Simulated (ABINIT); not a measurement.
Records of electronic-structure calculations.

PbSe (Clausthalite): a self-consistent loop beyond G0W0, cycle by cycle. The structure is cubic, space group Fm-3m (No. 225). Conventional cell: a = 6.121 Å, b = 6.121 Å, c = 6.121 Å, α = 90.00°, β = 90.00°, γ = 90.00°. Pb has 6 Se at 3.06 Å nearest. Nearest to Se lie 6 Pb at 3.06 Å. Farther neighbours, and contacts between anions beyond the nearest, are not listed. The calculation used RPA screening on PBE from quasiparticle energies, plane waves, norm-conserving pseudopotentials (and 5 further levels or steps) in ABINIT 10.8.3, with cutoff 48 Ha, PseudoDojo scalar-relativistic 0.4 stringent, norm-conserving, ngkpt (4, 4, 4), nband 232, ecuteps 7.2 Ha, gwcalctyp 10, inclvkb 2, shiftk (0, 0, 0), symchi 1, awtr 1, frequency ppm, cycle 1, q points all but q = 0, 4×4×4 k-mesh. The G0W0 is 0.393 eV and the evGW0, cycle 1 is 0.424 eV. The evGW0, cycle 2 is 0.420 eV and the evGW, cycle 1 is 0.479 eV. It took 8 runs, 44 min in all on 8 MPI ranks of Intel Xeon Platinum 8259CL at 2.50GHz (Skylake/Cascade Lake), shared host. Only the bands that the input lists are updated; the higher empty ones keep the functional's energies. The evGW loop starts from the last levels of evGW0, so its cycles and time come on top of those. The cell and positions come from the Crystallography Open Database and are kept as given unless a step says otherwise. Limits: no spin-orbit coupling. The 4×4×4 mesh is coarse for this cell, which bears on the long-range parts of exchange and screening. For the PBE start: The RPA ε∞ on this mesh reaches over 25; with a narrow direct gap a coarse mesh can overstate it, and the correction is then too small. For the PBE start: On this mesh the RPA ε∞ passes 90, more than nearly any semiconductor shows; a coarse mesh does this where one point with a narrow direct gap carries much weight. The screening is then too strong, and the G0W0 gap should not be taken as the material's.

```xyz
2
Lattice="0.0000 3.0607 3.0607 3.0606 0.0000 3.0606 3.0606 3.0606 0.0000" Properties=species:S:1:pos:R:3 pbc="T T T"
Pb    0.0000    0.0000    0.0000
Se    3.0606    3.0607    3.0606
```

[Long decimals in the printed logs are rounded to 6 places.]

[Logs are printed without paths, hosts, clocks, repeated set-up lines and the standing remarks that a program may print on its own settings, such as how far it seeks lower states.]

[Paths, hosts, dates, memory and timing lines, banners, echoed tables and standing remarks are left out of the program output; an Ansatz launch command may be rebuilt from the run's recorded settings. Measured values are a selection of at most five: reports struck by readers or far from the other reports are left out. None is set beside runs whose start may be inverted or whose files or cutoffs have a known fault.]

[Runs of the session that timed out or met a known fault of the program may be left out.]

[Hosts, paths, dates, database ids (printed as entryN), source tags and the programs' standing remarks are cut or masked in the printed files.]

[G0W0 gaps are taken among the corrected bands and points alone; a level outside them can change the order at an edge.]

[Where Ansatz stands beside ABINIT at settings called matched, ABINIT's density can come from a denser mesh and the files from another edition; pairs whose starting gaps differed by over 0.03 eV were left out, so agreement reads better than it is.]
